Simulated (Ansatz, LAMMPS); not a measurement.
# Amorphous 75SiO2-25P2O5 (mol %) (112 atoms): geometry optimisation, part 2 of 2

How does amorphous 75SiO2-25P2O5 (mol %) (112 atoms) relax, and what do bonds, charges and levels look like afterwards?

Ansatz 0.2.0; Kohn-Sham DFT, PBE, PAW (set soft_2), plane waves.

The cell: 21 Si, 14 P and 77 O. The quench rate of 50 K/ps is orders of magnitude faster than experiment. The starting topology of bonds comes from the classical model. Only the Γ point is sampled, in a cell whose shortest periodic width is 12 Å.

So far. Step 4 (Cell and atoms relaxed): The relaxation changed the energy by -93.0 meV/atom, and atoms moved by 0.34 Å r.m.s., 0.90 Å at most.

## Step 6: Single point at the relaxed geometry

The electronic structure is read at the final geometry, in a run of its own.

The input, input.yaml:

```yaml
crystal:
  lattice:
    - [11.62175, 0.14469, 0.3931]
    - [0.14469, 11.72763, -0.0768]
    - [0.3931, -0.0768, 11.43023]
  atoms:
    - { symbol: Si, position: [0.93273, 0.65665, 0.15812] }
    - { symbol: Si, position: [0.08125, 0.00216, 0.22736] }
    - { symbol: Si, position: [0.1617, 0.72589, 0.0108] }
    - { symbol: Si, position: [0.51098, 0.06515, 0.36354] }
    - { symbol: Si, position: [0.62791, 0.13215, 0.58593] }
    - { symbol: Si, position: [0.84185, 0.7223, 0.411] }
    - { symbol: Si, position: [0.03014, 0.4119, 0.23382] }
    - { symbol: Si, position: [0.59024, 0.62858, 0.44191] }
    - { symbol: Si, position: [0.18373, 0.84819, 0.5879] }
    - { symbol: Si, position: [0.77127, 0.55173, 0.99582] }
    - { symbol: Si, position: [0.53831, 0.90297, 0.93832] }
    - { symbol: Si, position: [0.79427, 0.33816, 0.62558] }
    - { symbol: Si, position: [0.42716, 0.25654, 0.21278] }
    - { symbol: Si, position: [0.18469, 0.23295, 0.11496] }
    - { symbol: Si, position: [0.41346, 0.82607, 0.42299] }
    - { symbol: Si, position: [0.81277, 0.17607, 0.94411] }
    - { symbol: Si, position: [0.24591, 0.78244, 0.24099] }
    - { symbol: Si, position: [0.79251, 0.95249, 0.84148] }
    - { symbol: Si, position: [0.98631, 0.31534, 0.81087] }
    - { symbol: Si, position: [0.2008, 0.55268, 0.37092] }
    - { symbol: Si, position: [0.86332, 0.97135, 0.08132] }
    - { symbol: P, position: [0.20818, 0.17288, 0.84825] }
    - { symbol: P, position: [0.6383, 0.8982, 0.19578] }
    - { symbol: P, position: [0.3041, 0.54976, 0.86549] }
    - { symbol: P, position: [0.81492, 0.9405, 0.58232] }
    - { symbol: P, position: [0.13658, 0.92178, 0.82421] }
    - { symbol: P, position: [0.97099, 0.57162, 0.8169] }
    - { symbol: P, position: [0.03705, 0.63308, 0.56791] }
    - { symbol: P, position: [0.6631, 0.56405, 0.66662] }
    - { symbol: P, position: [0.55972, 0.28156, 0.97957] }
    - { symbol: P, position: [0.43002, 0.50167, 0.28992] }
    - { symbol: P, position: [0.81846, 0.30878, 0.36966] }
    - { symbol: P, position: [0.03693, 0.05227, 0.48767] }
    - { symbol: P, position: [0.45473, 0.22175, 0.75757] }
    - { symbol: P, position: [0.54, 0.63795, 0.8961] }
    - { symbol: O, position: [0.25786, 0.76271, 0.10199] }
    - { symbol: O, position: [0.82429, 0.89071, 0.7054] }
    - { symbol: O, position: [0.65533, 0.94183, 0.85856] }
    - { symbol: O, position: [0.77306, 0.91545, 0.17845] }
    - { symbol: O, position: [0.14649, 0.11188, 0.17107] }
    - { symbol: O, position: [0.56565, 0.57922, 0.77105] }
    - { symbol: O, position: [0.71849, 0.44418, 0.69361] }
    - { symbol: O, position: [0.54437, 0.40421, 0.97117] }
    - { symbol: O, position: [0.04009, 0.72045, 0.09006] }
    - { symbol: O, position: [0.90052, 0.73323, 0.28034] }
    - { symbol: O, position: [0.21003, 0.60257, 0.96384] }
    - { symbol: O, position: [0.9438, 0.6556, 0.48186] }
    - { symbol: O, position: [0.42331, 0.59325, 0.93995] }
    - { symbol: O, position: [0.33416, 0.51796, 0.39897] }
    - { symbol: O, position: [0.4689, 0.32839, 0.69445] }
    - { symbol: O, position: [0.08789, 0.74541, 0.60974] }
    - { symbol: O, position: [0.97673, 0.56792, 0.67077] }
    - { symbol: O, position: [0.03682, 0.66939, 0.85321] }
    - { symbol: O, position: [0.64023, 0.61232, 0.9735] }
    - { symbol: O, position: [0.97103, 0.52856, 0.19223] }
    - { symbol: O, position: [0.31979, 0.17604, 0.76606] }
    - { symbol: O, position: [0.18108, 0.6788, 0.31662] }
    - { symbol: O, position: [0.84204, 0.57396, 0.85642] }
    - { symbol: O, position: [0.42539, 0.9738, 0.93696] }
    - { symbol: O, position: [0.92265, 0.25775, 0.9235] }
    - { symbol: O, position: [0.98872, 0.9618, 0.13596] }
    - { symbol: O, position: [0.01863, 0.9365, 0.78774] }
    - { symbol: O, position: [0.1409, 0.45039, 0.30653] }
    - { symbol: O, position: [0.16402, 0.8429, 0.92551] }
    - { symbol: O, position: [0.42197, 0.15099, 0.30274] }
    - { symbol: O, position: [0.18109, 0.04464, 0.86773] }
    - { symbol: O, position: [0.46151, 0.36998, 0.28628] }
    - { symbol: O, position: [0.29689, 0.80955, 0.51169] }
    - { symbol: O, position: [0.37104, 0.79832, 0.29334] }
    - { symbol: O, position: [0.58865, 0.54471, 0.55792] }
    - { symbol: O, position: [0.78592, 0.42631, 0.02909] }
    - { symbol: O, position: [0.73075, 0.37149, 0.30623] }
    - { symbol: O, position: [0.68169, 0.22719, 0.94619] }
    - { symbol: O, position: [0.11173, 0.23813, 0.78738] }
    - { symbol: O, position: [0.16835, 0.90099, 0.26277] }
    - { symbol: O, position: [0.13358, 0.55734, 0.50792] }
    - { symbol: O, position: [0.53209, 0.76763, 0.88222] }
    - { symbol: O, position: [0.82945, 0.10544, 0.06346] }
    [... 28 atom lines left out ...]
    - { symbol: O, position: [0.44856, 0.95963, 0.43146] }
    - { symbol: O, position: [0.82516, 0.84785, 0.48432] }
    - { symbol: O, position: [0.29899, 0.42409, 0.87389] }
    - { symbol: O, position: [0.59719, 0.0185, 0.2524] }
    - { symbol: O, position: [0.08248, 0.16009, 0.52653] }
    - { symbol: O, position: [0.81336, 0.18476, 0.39867] }
kpoints:
  mp_grid: { grid: [1, 1, 1] }
hamiltonian:
  xc: pbe
scf:
  occupations: { method: fermi_dirac, width: 0.025 }
output:
  forces: true
  stress: true
  populations: true
  dos:
    method: { smearing: { sigma: 0.08 } }
    de: 0.05
    projected: { site_lists: { O: [O], P: [P], Si: [Si] } }
  eigenvalues: true
  write_density: true
  write_potential: true
  volumetric_format: npy
```

On the command line:

```console
ansatz run input.yaml --threads 4 --pin off --max-ram 8192MiB --backend cpu --events-out ev --progress --plain --runs-dir out
```

It took 37 s on 4 threads of Arm Neoverse V1, shared host; peak memory 2 GiB; 2.3 min of CPU time.

The program notes that the exchange-correlation potential is rough where the density is thin.

The run gave:

```
free energy                                      : -67695.8379 eV
free energy per atom                             : -604.4271 eV/atom
SCF cycles                                       : 10
pressure                                         : 0.006869 GPa
r.m.s. force component                           : 0.00774 eV/Å
longest force                                    : 0.03647 eV/Å
Fermi energy                                     : 5.169 eV
gap (highest filled to lowest empty level) : 3.016 eV
spilling of the projection                       : 0.0161
```

Löwdin charges by element and coordination (they lack the spilled electrons, 0.089 e an atom on average):

| element | coordination | atoms | mean charge (e) | spread | least | most |
| --- | --- | --- | --- | --- | --- | --- |
| O | all | 77 | -0.762 | 0.0381 | -0.879 | -0.697 |
| O | 1 | 14 | -0.807 | 0.0456 | -0.879 | -0.733 |
| O | 2 | 63 | -0.751 | 0.0273 | -0.796 | -0.697 |
| P | all | 14 | 2.21 | 0.0588 | 2.11 | 2.30 |
| Si | all | 21 | 1.79 | 0.0434 | 1.66 | 1.83 |

Density of states as counts of states in windows of 1 eV (from the Fermi level), total and the larger projections:

| from (eV) | to (eV) | total | O p | Si p | P p | O s |
| --- | --- | --- | --- | --- | --- | --- |
| -10 | -9 | 33.7 | 25.5 | 5.1 | 1.6 | 0.6 |
| -9 | -8 | 25.0 | 19.5 | 1.8 | 1.5 | 1.5 |
| -8 | -7 | 45.2 | 37.6 | 1.8 | 1.8 | 2.7 |
| -7 | -6 | 74.4 | 65.5 | 2.6 | 1.5 | 2.8 |
| -6 | -5 | 78.2 | 71.7 | 1.6 | 1.0 | 2.0 |
| -5 | -4 | 58.1 | 54.7 | 0.7 | 0.7 | 1.0 |
| -4 | -3 | 39.1 | 36.4 | 0.2 | 1.0 | 0.6 |
| -3 | -2 | 9.8 | 8.9 | 0.0 | 0.5 | 0.1 |
| -2 | -1 | 14.2 | 13.1 | 0.6 | 0.1 | 0.1 |
| -1 | 1 | 0.0 | 0.0 | 0.0 | 0.0 | 0.0 |
| 1 | 2 | 2.0 | 0.1 | 0.1 | 0.0 | 0.5 |
| 2 | 3 | 6.4 | 0.7 | 0.7 | 0.6 | 1.3 |
| 3 | 4 | 21.0 | 2.5 | 3.1 | 3.8 | 3.7 |
| 4 | 5 | 37.3 | 4.8 | 9.5 | 6.5 | 4.8 |

Between -26 and -10 eV lie 238 more states.

The levels nearest the highest filled one (over half full), pooled over k-points and spins:

| level less the highest filled one (eV) | occupation |
| --- | --- |
| -0.223 | 2 |
| -0.204 | 2 |
| -0.158 | 2 |
| -0.117 | 2 |
| -0.0923 | 2 |
| 0 | 2 |
| 3.02 | 0 |
| 3.89 | 0 |
| 4.16 | 0 |
| 4.33 | 0 |
| 4.55 | 0 |
| 4.65 | 0 |

Electrostatic potential energy in the ac plane at fractional y = 0.557, with atoms of Si and P and O within 0.2 Å of it. With pseudopotentials it is smooth inside the atoms' cores, unlike the true potential.

Ten even steps from '0' (-51 eV) to '9' (11 eV), each cell a mean:
```
999999547888855799897676100378999
999999766446743588788888655678888
689999973001577887788999886335755
168999974000589988788999996213300
058999997545799996347899998656300
478999999878999995214778999998632
589999999999999998654225899999853
279999999999999999862000689999720
378899999999999999873001689999842
777889999999999999533556899999987
766545899999999998301588999999988
876201699999999998644799999999998
988523688999999998767889999999999
999874346755799988766789999999999
999861002643688875467899999999999
999862002777776741048999999999999
999986546888743552259999999999999
999998888998754578899999999999988
699999999996336889999999999999743
489999999995114999999999999998732
899999999998558999999999999999876
999999999999999999999999888999999
999999999999999999999987534789999
999999889999999999999885100378999
```
Columns run along a (11.6 Å; values clipped at the 3rd and 97th percentile), rows up along c (11.4 Å). Atoms in or near the plane, at fractional coordinates: Si at (0.77, 0.00), Si at (0.20, 0.37), P at (0.30, 0.87), P at (0.97, 0.82), P at (0.66, 0.67), O at (0.98, 0.67), O at (0.84, 0.86), O at (0.59, 0.56), O at (0.13, 0.51), O at (0.39, 0.18), O at (0.54, 0.34).

Valence density in the ac plane at fractional y = 0.557, with atoms of Si and P and O within 0.2 Å of it. It is the smooth field of the valence electrons, not physical close to the nuclei.

Ten steps, logarithmic in the rise over the least value, from '0' (0.0 e/Å³) to '9' (6.8 e/Å³), each cell a mean:
```
000125776433577642245665323332100
110124666544678753334543335554222
332112345434566543333222246887544
443101134434433234553210147998643
443100124565421136886311124676532
532100124565321147997532111233455
642000013454210125676544321112467
863100001222100012344324431012689
863210000000000012455434431002578
544443100000000024788643321001245
345787520000000025899742100000122
246899631011000014687531000001122
124788632344310012344321110001122
112455434577631123433222211000111
001233224678643357764212211000000
001233223456544579985211100000000
111233332233444578974100000000111
421112211124565445542000000001345
642100000146886432110000000013578
742000000147997420000000000013689
531000000125776310000000011122466
210000000012332100000001223322223
000001221000111100012222233332110
000013554211233311134554322331100
```
Columns run along a (11.6 Å), rows up along c (11.4 Å). Atoms in or near the plane, at fractional coordinates: Si at (0.77, 0.00), Si at (0.20, 0.37), P at (0.30, 0.87), P at (0.97, 0.82), P at (0.66, 0.67), O at (0.98, 0.67), O at (0.84, 0.86), O at (0.59, 0.56), O at (0.13, 0.51), O at (0.39, 0.18), O at (0.54, 0.34).

Mean Löwdin charges: O -0.76, P +2.21, Si +1.79 e (they miss 1.6 % of the electrons, so they add up to more than the cell's charge).

A closer look about Si10, whose charge lies farthest from its element's mean: 14 atoms, nearest first, numbered in the order of the input, with positions taken from that point.

| atom | x | y | z | distance (Å) | bonds | Löwdin charge (e) |
| --- | --- | --- | --- | --- | --- | --- |
| Si10 | 0.00 | 0.00 | 0.00 | 0.00 | 4 | 1.66 |
| O71 | 0.17 | -1.47 | 0.40 | 1.53 | 1 | -0.85 |
| O104 | 0.65 | 1.20 | 0.95 | 1.67 | 2 | -0.78 |
| O54 | -1.52 | 0.69 | -0.31 | 1.70 | 2 | -0.74 |
| O58 | 0.77 | 0.28 | -1.57 | 1.77 | 2 | -0.74 |
| Si1 | 1.96 | 1.24 | 1.91 | 3.00 | 4 | 1.78 |
| P27 | 2.25 | 0.28 | -1.97 | 3.00 | 4 | 2.19 |
| P35 | -2.71 | 0.99 | -1.24 | 3.14 | 4 | 2.27 |
| O43 | -2.67 | -1.76 | -0.36 | 3.22 | 1 | -0.75 |
| O55 | 2.40 | -0.26 | 2.33 | 3.35 | 2 | -0.78 |
| O81 | 2.86 | -1.17 | -1.71 | 3.53 | 2 | -0.73 |
| O41 | -2.47 | 0.31 | -2.65 | 3.64 | 2 | -0.71 |
| O53 | 3.05 | 1.43 | -1.53 | 3.70 | 1 | -0.76 |
| O42 | -0.75 | -1.25 | -3.47 | 3.76 | 2 | -0.75 |

The column of bonds counts only the pairs O-Si within 2.12 Å, O-P within 2.11 Å; other neighbours, such as metal atoms beside each other in a compound, aren't counted, and periodic images can show an atom twice.

## Step 7: Functional HSE06

HSE06 mixes in a quarter of exact exchange at short range, which counters self-interaction, at a higher cost.

This step: Kohn-Sham DFT, HSE06, PAW (set soft_2), plane waves (Ansatz 0.2.0).

input.yaml, as its differences from that of step 6:

```diff
@@ -10,3 +10,3 @@
 hamiltonian:
-  xc: pbe
+  xc: hse06
 scf:
@@ -22,4 +22 @@
   eigenvalues: true
-  write_density: true
-  write_potential: true
-  volumetric_format: npy
```

Run time: 8.7 min. Hardware: 4 threads; peak memory 5.1 GiB.

The program notes that the exchange threshold is loose for the stress and the SCF threshold is loose for the stress.

Geometry and reference: those of the single point at the relaxed geometry.

Forces differ from those of the single point at the relaxed geometry by 303 meV/Å r.m.s.; the pressure by -5.6 GPa and the gap by +1.8 eV. It took 8.7 min and 17 cycles; the reference's time can't be set against it, since the two runs asked for unlike analyses.

The run gave:

* free energy: -67704.0145 eV
* free energy per atom: -604.5001 eV/atom
* SCF cycles: 17
* pressure: -5.569 GPa
* r.m.s. force component: 0.302 eV/Å
* longest force: 1.187 eV/Å
* Fermi energy: 4.875 eV
* gap (highest filled to lowest empty level): 4.783 eV
* spilling of the projection: 0.01629

Length of the force by element and coordination:

| element | coordination | atoms | mean length of the force (eV/Å) | spread | least | most |
| --- | --- | --- | --- | --- | --- | --- |
| O | all | 77 | 0.568 | 0.266 | 0.121 | 1.19 |
| O | 1 | 14 | 1.05 | 0.0934 | 0.848 | 1.19 |
| O | 2 | 63 | 0.461 | 0.149 | 0.121 | 0.778 |
| P | all | 14 | 0.0876 | 0.0345 | 0.0335 | 0.148 |
| Si | all | 21 | 0.0854 | 0.0537 | 0.0164 | 0.203 |

Löwdin charges by element and coordination (they lack the spilled electrons, 0.090 e an atom on average):

| element | coordination | atoms | mean charge (e) | spread | least | most |
| --- | --- | --- | --- | --- | --- | --- |
| O | all | 77 | -0.791 | 0.04 | -0.916 | -0.724 |
| O | 1 | 14 | -0.840 | 0.0468 | -0.916 | -0.764 |
| O | 2 | 63 | -0.780 | 0.0286 | -0.827 | -0.724 |
| P | all | 14 | 2.28 | 0.0573 | 2.18 | 2.37 |
| Si | all | 21 | 1.86 | 0.0415 | 1.73 | 1.90 |

Density of states as counts of states in windows of 1 eV (from the Fermi level), total and the larger projections:

| from (eV) | to (eV) | total | O p | Si p | P p | O s |
| --- | --- | --- | --- | --- | --- | --- |
| -18 | -17 | 1.8 | 1.1 | 0.0 | 0.1 | 0.2 |
| -17 | -16 | 4.2 | 2.5 | 0.1 | 0.2 | 0.5 |
| -16 | -15 | 8.2 | 5.1 | 0.2 | 0.7 | 0.6 |
| -15 | -14 | 13.4 | 8.8 | 0.5 | 0.9 | 0.7 |
| -14 | -13 | 17.8 | 12.2 | 0.8 | 1.6 | 0.7 |
| -13 | -12 | 22.5 | 15.8 | 1.6 | 2.1 | 0.8 |
| -12 | -11 | 26.9 | 19.7 | 3.0 | 2.2 | 0.7 |
| -11 | -10 | 27.9 | 21.4 | 4.2 | 1.0 | 0.5 |
| -10 | -9 | 32.2 | 25.8 | 1.7 | 1.7 | 2.0 |
| -9 | -8 | 49.9 | 42.7 | 2.0 | 1.6 | 2.4 |
| -8 | -7 | 70.5 | 63.4 | 2.0 | 1.2 | 2.1 |
| -7 | -6 | 74.1 | 68.8 | 1.3 | 0.8 | 1.6 |
| -6 | -5 | 51.0 | 48.2 | 0.5 | 0.6 | 0.8 |
| -5 | -4 | 37.5 | 34.9 | 0.2 | 0.9 | 0.5 |
| -4 | -3 | 9.0 | 8.2 | 0.0 | 0.4 | 0.1 |
| -3 | -2 | 15.0 | 14.0 | 0.5 | 0.1 | 0.1 |
| -2 | 2 | 0.0 | 0.0 | 0.0 | 0.0 | 0.0 |
| 2 | 3 | 2.0 | 0.1 | 0.0 | 0.0 | 0.4 |
| 3 | 4 | 6.8 | 0.7 | 0.9 | 0.7 | 1.4 |
| 4 | 5 | 22.6 | 2.4 | 3.9 | 4.3 | 3.7 |

Between -26 and -18 eV lie 125 more states.

The stored curve holds about 587 of the 616 electrons; the rest, give or take the few that broadening carries across the Fermi level, lie in deeper levels below its range.

The levels nearest the highest filled one (over half full), pooled over k-points and spins:

| level less the highest filled one (eV) | occupation |
| --- | --- |
| -0.261 | 2 |
| -0.177 | 2 |
| -0.132 | 2 |
| -0.117 | 2 |
| -0.0831 | 2 |
| 0 | 2 |
| 4.78 | 0 |
| 5.79 | 0 |
| 6.04 | 0 |
| 6.17 | 0 |
| 6.40 | 0 |
| 6.49 | 0 |

## Step 8: Functional r2SCAN (500 eV)

The meta-GGA r2SCAN uses the kinetic energy density as well as the density and its gradient. Besides, the cutoff goes from 420 to 500 eV.

This step: Kohn-Sham DFT, r2SCAN, PAW (set soft_2), plane waves (Ansatz 0.2.0).

input.yaml, as its differences from that of step 7:

```diff
@@ -10,3 +10,3 @@
 hamiltonian:
-  xc: hse06
+  xc: r2scan
 scf:
```

Wall time 92 s (4 threads); peak memory 4.5 GiB; 5.9 min of CPU time.

Geometry and reference: those of the single point at the relaxed geometry.

Forces differ from those of the single point at the relaxed geometry by 223 meV/Å r.m.s.; the pressure by -5.3 GPa and the gap by +0.67 eV. It took 92 s and 11 cycles; the reference's time can't be set against it, since the two runs asked for unlike analyses.

## Step 9: Functional PBEsol

PBEsol restores the gradient expansion of exchange for slowly varying densities and usually gives shorter bonds in solids than PBE.

This step: Kohn-Sham DFT, PBEsol, PAW (set soft_2), plane waves (Ansatz 0.2.0).

input.yaml, as its differences from that of step 8:

```diff
@@ -10,3 +10,3 @@
 hamiltonian:
-  xc: r2scan
+  xc: pbesol
 scf:
```

Run time: 34 s. Hardware: 4 threads; peak memory 2.1 GiB; 2.2 min of CPU time.

Geometry and reference: those of the single point at the relaxed geometry.

Forces differ from those of the single point at the relaxed geometry by 75 meV/Å r.m.s.; the pressure by -2.7 GPa and the gap by -0.029 eV.

## Step 10: The ladder side by side

Each row is set against the single point at the relaxed geometry (Kohn-Sham DFT, PBE, PAW (set soft_2), plane waves; r.m.s. force component 0.00774 eV/Å). Times are for 4 threads of Arm Neoverse V1, shared host. The reference's time includes grids, which some other runs skip.

| run | Δ force, r.m.s. (meV/Å) | Δ pressure (GPa) | Δ gap (eV) | cycles | time | host memory (GiB) |
| --- | --- | --- | --- | --- | --- | --- |
| reference | - | - | - | 10 | 37 s | 2.0 |
| functional HSE06 | 303 | -5.58 | 1.77 | 17 | 8.7 min | 5.1 |
| functional r2SCAN (500 eV) | 223 | -5.27 | 0.665 | 11 | 92 s | 4.5 |
| functional PBEsol | 75.2 | -2.67 | -0.0287 | 10 | 34 s | 2.1 |

## Step 11: Outcome

* energy change in the relaxation: -93.04 meV/atom
* r.m.s. displacement: 0.343 Å
* largest displacement: 0.896 Å
* free energy per atom: -604.4271 eV/atom
* pressure: 0.006869 GPa
* r.m.s. force component: 0.00774 eV/Å
* gap (highest filled to lowest empty level): 3.016 eV
* wall time of the 6 DFT runs: 19 min

**Reading.** Relaxation lowers the energy by 93.0 meV/atom and moves atoms by 0.34 Å r.m.s.; the r.m.s. force component goes from 1.3 to 0.0077 eV/Å. Displacements are taken in the final cell, so they leave out its strain. By the final cutoffs no bond was broken or made. The cell shrank by 5.1 % in volume. From the first step to the last the energy fell by 10.421 eV, across changes of basis, and the largest move was 0.90 Å (O95). The O-P bonds change most in mean length: from 1.536 Å (spread 0.028) to 1.558 Å (spread 0.063). With the cutoffs above, 82 % of O atoms have 2, all P atoms have 4 and all Si atoms have 4 bonded neighbours. 82 % of the oxygens bridge two formers (Si and P) and 18 % are non-bridging. Between filled and empty levels lie 3.02 eV (at Γ alone); a semilocal functional tends to put such gaps too low. In a disordered cell it changes from sample to sample, and tail or defect levels can set it.

Among the changes of functional, dispersion, potentials or spin set against this reference, functional HSE06 moves the forces most, by 303 meV/Å r.m.s. The gap changes by +1.77 eV with HSE06.

Caveats: The starting topology of bonds comes from the classical model; DFT moved the atoms only locally, and no bond changed.

[Logs are printed without paths, hosts, clocks, repeated set-up lines and the standing remarks that a program may print on its own settings, such as how far it seeks lower states.]

[Hosts, paths, dates, database ids (printed as entryN), source tags and the programs' standing remarks are cut or masked in the printed files.]
